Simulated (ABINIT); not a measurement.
# InP (F-43m): one start, several treatments of the self-energy, part 2 of 2

Aim: compare treatments of exchange, screening and correlation for the gap of InP (F-43m).

ABINIT 10.8.3; PBE and many-body steps on it, plane waves. Known limits of the many-body steps: not at the basis limit; mesh may overstate the screening; no spin-orbit coupling; coarse k mesh.

So far. Step 5 (G0W0, Hybertsen-Louie plasmon pole): Against G0W0 in ABINIT (4×4×4 mesh, 163 bands, screening to 190.5 eV, Godby-Needs plasmon pole), the gap moves by +0.090 eV. Step 6 (G0W0, von der Linden-Horsch plasmon pole): Against G0W0 in ABINIT (4×4×4 mesh, 163 bands, screening to 190.5 eV, Godby-Needs plasmon pole), the gap moves by +0.007 eV.

The database entry behind the starting cell differs from later determinations by our own check (0.1 to 0.3 % short, probably kX units), so it need not match the best structure at ambient conditions.

## 7. G0W0, Engel-Farid plasmon pole

Level of this step: G0W0 on PBE, plane waves, norm-conserving pseudopotentials (ABINIT).

File run.abi:

```
acell 3*1.0 Angstrom
rprim 
  -0.000000000000 2.930500000000 2.930500000000
  2.930500000000 -0.000000000000 2.930500000000
  2.930500000000 2.930500000000 -0.000000000000
ntypat 2
znucl 49 15
natom 2
typat 1 2
xred 
  0.000000000000 0.000000000000 0.000000000000
  0.250000000000 0.250000000000 0.250000000000
pp_dirpath "pseudos"
pseudos "In.upf, P.upf"
ecut 33
ngkpt 4 4 4
nshiftk 1
shiftk 0 0 0
kptopt 1
chksymbreak 0
istwfk *1
occopt 1
irdwfk 1
optdriver 4
nband 163
gwcalctyp 0
ecutsigx 33
symsigma 1
nkptgw 1
kptgw 
  0.0000000000 0.0000000000 0.0000000000
bdgw 
  11 17
ecuteps 7
irdscr 1
ppmodel 4
indata_prefix "in"
outdata_prefix "out"
tmpdata_prefix "tmp"
```

Command:

```
> OMP_NUM_THREADS=1 mpirun -n 8 abinit run.abi > log
```

The program printed:

```text
.Version 10.8.3 of ABINIT. v10.8.2 released Aug 2026.

 Symmetries : space group F-4 3 m (#216); Bravais cF (face-center cubic)
[... echo of the input left out ...]
== DATASET  1 ==================================================================
-   mpi_nproc: 8, omp_nthreads: 1 (-1 if OMP is not activated)

--- !DatasetInfo
iteration_state: {dtset: 1, }
dimensions: {natom: 2, nkpt: 8, mband: 163, nsppol: 1, nspinor: 1, nspden: 1, mpw: 3119, }
cutoff_energies: {ecut:  33.0, pawecutdg:  -1.0, }
[...]
15   9.052 -10.790  -6.317  -4.498   0.801  -0.249 -10.810  -0.020   9.032
       16   9.052 -10.790  -6.317  -4.498   0.801  -0.249 -10.810  -0.020   9.032
       17   9.052 -10.790  -6.317  -4.498   0.801  -0.249 -10.810  -0.020   9.032

== END DATASET(S) ==============================================================
================================================================================

 -outvars: echo values of variables after computation  --------
           etotal      0.0000000000E+00
            nband         163
             nkpt           8
          spgroup         216
 [... the other variables as echoed above ...]

 Calculation completed.
```

The job ended after 6.2 s (8 MPI ranks of Arm Neoverse V1, shared host; peak memory 1.5 GiB).

This step gave:

* G0W0 gap on the points computed: 1.275 eV
* starting gap on the mesh: 0.7091 eV
* k of the valence top: 0, 0, 0
* k of the conduction bottom: 0, 0, 0
* least direct G0W0 gap on the computed points: 1.275 eV

Against G0W0 in ABINIT (4×4×4 mesh, 163 bands, screening to 190.5 eV, Godby-Needs plasmon pole), the gap moves by −0.097 eV.

## 8. One-shot Hartree-Fock

This step: one-shot Hartree-Fock on PBE, plane waves, norm-conserving pseudopotentials.

Changes to run.abi since step 7:

```diff
@@ -24,4 +24,4 @@
 optdriver 4
-nband 163
-gwcalctyp 0
+nband 17
+gwcalctyp 5
 ecutsigx 33
@@ -33,5 +33,4 @@
   11 17
-ecuteps 7
-irdscr 1
-ppmodel 4
+ixc_sigma 40
+fftgw 31
 indata_prefix "in"
```

The program printed:

```text
.Version 10.8.3 of ABINIT. v10.8.2 released Aug 2026.

 Symmetries : space group F-4 3 m (#216); Bravais cF (face-center cubic)
[... echo of the input left out ...]
== DATASET  1 ==================================================================
-   mpi_nproc: 8, omp_nthreads: 1 (-1 if OMP is not activated)

--- !DatasetInfo
iteration_state: {dtset: 1, }
dimensions: {natom: 2, nkpt: 8, mband: 17, nsppol: 1, nspinor: 1, nspden: 1, mpw: 3119, }
cutoff_energies: {ecut:  33.0, pawecutdg:  -1.0, }
[...]
15   9.052 -10.790  -6.317   0.000   1.000   0.000  -6.317   4.473  13.525
       16   9.052 -10.790  -6.317   0.000   1.000   0.000  -6.317   4.473  13.525
       17   9.052 -10.790  -6.317   0.000   1.000   0.000  -6.317   4.473  13.525

== END DATASET(S) ==============================================================
================================================================================

 -outvars: echo values of variables after computation  --------
           etotal      0.0000000000E+00
            nband          17
             nkpt           8
          spgroup         216
 [... the other variables as echoed above ...]

 Calculation completed.
```

Elapsed: 3.5 s, on 8 MPI ranks; peak memory 0.73 GiB; 25 s of CPU time.

This step gave:

| Quantity | Value |
| --- | --- |
| quasiparticle gap on the points computed | 6.614 eV |
| starting gap on the mesh | 0.7091 eV |
| k of the valence top | 0, 0, 0 |
| k of the conduction bottom | 0, 0, 0 |
| least direct quasiparticle gap on the computed points | 6.614 eV |

Against G0W0 in ABINIT (4×4×4 mesh, 163 bands, screening to 190.5 eV, Godby-Needs plasmon pole), the gap moves by +5.242 eV.

## 9. Screening, 4×4×4 mesh, 163 bands, screening to 190.5 eV

This step: RPA screening on PBE, plane waves, norm-conserving pseudopotentials.

Changes to run.abi since step 8:

```diff
@@ -23,14 +23,13 @@
 irdwfk 1
-optdriver 4
-nband 17
-gwcalctyp 5
-ecutsigx 33
-symsigma 1
-nkptgw 1
-kptgw 
-  0.0000000000 0.0000000000 0.0000000000
-bdgw 
-  11 17
-ixc_sigma 40
-fftgw 31
+optdriver 3
+nband 163
+ecuteps 7
+inclvkb 2
+awtr 1
+symchi 1
+gwcalctyp 2
+nfreqre 16
+freqremax 40 eV
+nfreqim 8
+spmeth 0
 indata_prefix "in"
```

The program printed:

```text
.Version 10.8.3 of ABINIT. v10.8.2 released Aug 2026.

 Symmetries : space group F-4 3 m (#216); Bravais cF (face-center cubic)
[... echo of the input left out ...]
== DATASET  1 ==================================================================
-   mpi_nproc: 8, omp_nthreads: 1 (-1 if OMP is not activated)

--- !DatasetInfo
iteration_state: {dtset: 1, }
dimensions: {natom: 2, nkpt: 8, mband: 163, nsppol: 1, nspinor: 1, nspden: 1, mpw: 3119, }
cutoff_energies: {ecut:  33.0, pawecutdg:  -1.0, }
electrons: {nelect:   2.60000000E+01, charge:   0.00000000E+00, occopt:   1.00000000E+00, tsmear:   1.00000000E-02, }

 SCREENING: Calculation of the susceptibility and dielectric matrices

 Based on a program developped by R.W. Godby, V. Olevano, G. Onida, and L. Reining.
 Incorporated in ABINIT by V. Olevano, G.-M. Rignanese, and M. Torrent.
.Using double precision arithmetic ; gwpc =  8

[... cell and pseudopotentials left out ...]
--------------------------------------------------------------------------------

 ==== K-mesh for the wavefunctions ====
 Number of points in the irreducible wedge :     8
[... list of points left out ...]
 Together with 24 symmetry operations and time-reversal symmetry
 yields    64 points in the full Brillouin Zone.

 ==== Q-mesh for the screening function ====
 Number of points in the irreducible wedge :     8
[... list of points left out ...]
 Together with 24 symmetry operations and time-reversal symmetry
 yields    64 points in the full Brillouin Zone.

 setmesh: FFT mesh size selected  =    30x   30x   30
          total number of points  =        27000

 vcoul_init : cutoff-mode = AUXILIARY_FUNCTION
 q-points for optical limit:   1
     1)      0.000010    0.000020    0.000030

- screening: taking advantage of time-reversal symmetry
- Maximum band index for partially occupied states nbvw = 13
- Remaining bands to be divided among processors   nbcw = 150
- Number of bands treated by each node ~18

 Number of electrons calculated from density =   26.0000; Expected =   26.0000
 average of density, n =  0.076546
 r_s =    1.4610
 omega_plasma =   26.6880 [eV]

 calculating chi0 at frequencies [eV] :
  1    0.000000E+00    0.000000E+00
  2    2.666667E+00    0.000000E+00
  3    5.333333E+00    0.000000E+00
[...]
23    0.000000E+00    6.796975E+01
 24    0.000000E+00    9.570214E+01

--------------------------------------------------------------------------------
  q-point number  1        q = ( 0.000000, 0.000000, 0.000000) [r.l.u.]
--------------------------------------------------------------------------------
[... chi0 elements left out ...]
  [... further frequencies ...]

 No. of calculated frequencies >  15, stop printing
 For q-point:  0.000010 0.000020 0.000030
  dielectric constant =  44.4645
  dielectric constant without local fields =  46.9378

  Average fulfillment of the sum rule on Im[epsilon] for q-point    1 :     74.08  [%]
[... wings left out ...]
  q-point number  2        q = ( 0.250000, 0.000000, 0.000000) [r.l.u.]
--------------------------------------------------------------------------------
[... chi0 elements left out ...]
  [... further frequencies ...]

 No. of calculated frequencies >  15, stop printing
  Average fulfillment of the sum rule on Im[epsilon] for q-point    2 :     84.15  [%]

 [... 6 further q-points ...]
```

It took 9.3 min on 8 MPI ranks; peak memory 1.9 GiB; 44 min of CPU time.

This step gave:

- ε∞ with local fields, on this mesh, along the program's q direction: 44.46
- the same without local fields: 46.94
- plasma frequency: 26.69 eV
- plane waves in the screening matrix: 307

## 10. G0W0, contour deformation

This step: G0W0 on PBE, plane waves, norm-conserving pseudopotentials.

Changes to run.abi since step 9:

```diff
@@ -23,13 +23,14 @@
 irdwfk 1
-optdriver 3
+optdriver 4
 nband 163
+gwcalctyp 2
+ecutsigx 33
+symsigma 1
+nkptgw 1
+kptgw 
+  0.0000000000 0.0000000000 0.0000000000
+bdgw 
+  11 17
 ecuteps 7
-inclvkb 2
-awtr 1
-symchi 1
-gwcalctyp 2
-nfreqre 16
-freqremax 40 eV
-nfreqim 8
-spmeth 0
+irdscr 1
 indata_prefix "in"
```

The program printed:

```text
.Version 10.8.3 of ABINIT. v10.8.2 released Aug 2026.

 Symmetries : space group F-4 3 m (#216); Bravais cF (face-center cubic)
[... echo of the input left out ...]
== DATASET  1 ==================================================================
-   mpi_nproc: 8, omp_nthreads: 1 (-1 if OMP is not activated)

--- !DatasetInfo
iteration_state: {dtset: 1, }
dimensions: {natom: 2, nkpt: 8, mband: 163, nsppol: 1, nspinor: 1, nspden: 1, mpw: 3119, }
cutoff_energies: {ecut:  33.0, pawecutdg:  -1.0, }
[...]
12   4.964 -12.923 -14.819   1.173   0.740  -0.351 -13.458  -0.535   4.429
[...]
17   9.052 -10.790  -6.317  -4.299   0.755  -0.324 -10.658   0.132   9.183
       17   0.000   0.000   0.000   0.001   0.000   0.000   0.001   0.001   0.001

== END DATASET(S) ==============================================================
================================================================================

 -outvars: echo values of variables after computation  --------
           etotal      0.0000000000E+00
            nband         163
             nkpt           8
          spgroup         216
 [... the other variables as echoed above ...]

 Calculation completed.
```

Elapsed: 73 s, on 8 MPI ranks; peak memory 2 GiB; 91 s of CPU time.

Numbers from this step:

```yaml
g0w0_gap_on_the_points_computed: 1.275 eV
starting_gap_on_the_mesh: 0.7091 eV
k_of_the_valence_top: 0, 0, 0
k_of_the_conduction_bottom: 0, 0, 0
least_direct_g0w0_gap_on_the_computed_points: 1.275 eV
```

Against G0W0 in ABINIT (4×4×4 mesh, 163 bands, screening to 190.5 eV, Godby-Needs plasmon pole), the gap moves by −0.097 eV.

## 11. Side by side

Times are wall times on 8 MPI ranks of Arm Neoverse V1, shared host, good to a factor of about two. A run's time includes the screening step that it read.

```tsv
run	mesh	bands	screening cutoff (eV)	DFT gap (eV)	gap on the mesh (eV)	direct (eV)	ε∞ used	time
G0W0, Godby-Needs plasmon pole	4×4×4	163	190.5	0.709	1.372	1.372	44.46	57 s
G0W0, Hybertsen-Louie plasmon pole	4×4×4	163	190.5	0.709	1.462	1.462	44.46	59 s
G0W0, von der Linden-Horsch plasmon pole	4×4×4	163	190.5	0.709	1.379	1.379	44.46	54 s
G0W0, Engel-Farid plasmon pole	4×4×4	163	190.5	0.709	1.275	1.275	44.46	54 s
one-shot Hartree-Fock	4×4×4	-	-	0.709	6.614	6.614	-	3.5 s
G0W0, contour deformation	4×4×4	163	190.5	0.709	1.275	1.275	44.46	11 min
```

## 12. Summary of results

```
G0W0, Godby-Needs plasmon pole           : 1.372 eV
G0W0, Hybertsen-Louie plasmon pole       : 1.462 eV
G0W0, von der Linden-Horsch plasmon pole : 1.379 eV
G0W0, Engel-Farid plasmon pole           : 1.275 eV
one-shot Hartree-Fock                    : 6.614 eV
G0W0, contour deformation                : 1.275 eV
known limits                             : not at the basis limit; mesh may overstate the screening; no spin-orbit coupling; coarse k mesh
```

**Reading.** G0W0, Hybertsen-Louie plasmon pole: +0.090 eV against G0W0, Godby-Needs plasmon pole. G0W0, von der Linden-Horsch plasmon pole: +0.007 eV against G0W0, Godby-Needs plasmon pole. G0W0, Engel-Farid plasmon pole: −0.097 eV against G0W0, Godby-Needs plasmon pole. One-shot Hartree-Fock: +5.242 eV against G0W0, Godby-Needs plasmon pole. G0W0, contour deformation: −0.097 eV against G0W0, Godby-Needs plasmon pole. Bare exchange alone opens the gap to 6.61 eV; against G0W0, correlation takes back 5.24 eV. Bands and cutoff are finite, so the gap is not at the basis limit. The miss can reach some tenths of an eV and take either sign; the mesh is an error of its own. In the first G0W0 run levels were corrected at 1 k point alone, so a gap called «on the mesh» is the least over those, and an edge elsewhere would be missed. The 4×4×4 mesh is coarse for this cell, which bears on the long-range parts of exchange and screening. For the PBE start: The RPA ε∞ on this mesh reaches over 25; with a narrow direct gap a coarse mesh can overstate it, and the correction is then too small. The many-body steps are scalar-relativistic: spin-orbit coupling is not in them.

[Paths, hosts, dates, memory and timing lines, banners, echoed tables and standing remarks are left out of the program output.]

[Logs are printed without paths, hosts, clocks, repeated set-up lines and the standing remarks that a program may print on its own settings, such as how far it seeks lower states.]

[Runs of the session that timed out or met a known fault of the program may be left out.]

[No measured gap is set beside runs whose start may be inverted or whose files or cutoffs have a known fault.]

[Hosts, paths, dates, database ids (printed as entryN), source tags and the programs' standing remarks are cut or masked in the printed files.]

[G0W0 gaps are taken among the corrected bands and points alone; a level outside them can change the order at an edge.]

[Where Ansatz stands beside ABINIT at settings called matched, ABINIT's density can come from a denser mesh and the files from another edition; pairs whose starting gaps differed by over 0.03 eV were left out, so agreement reads better than it is.]
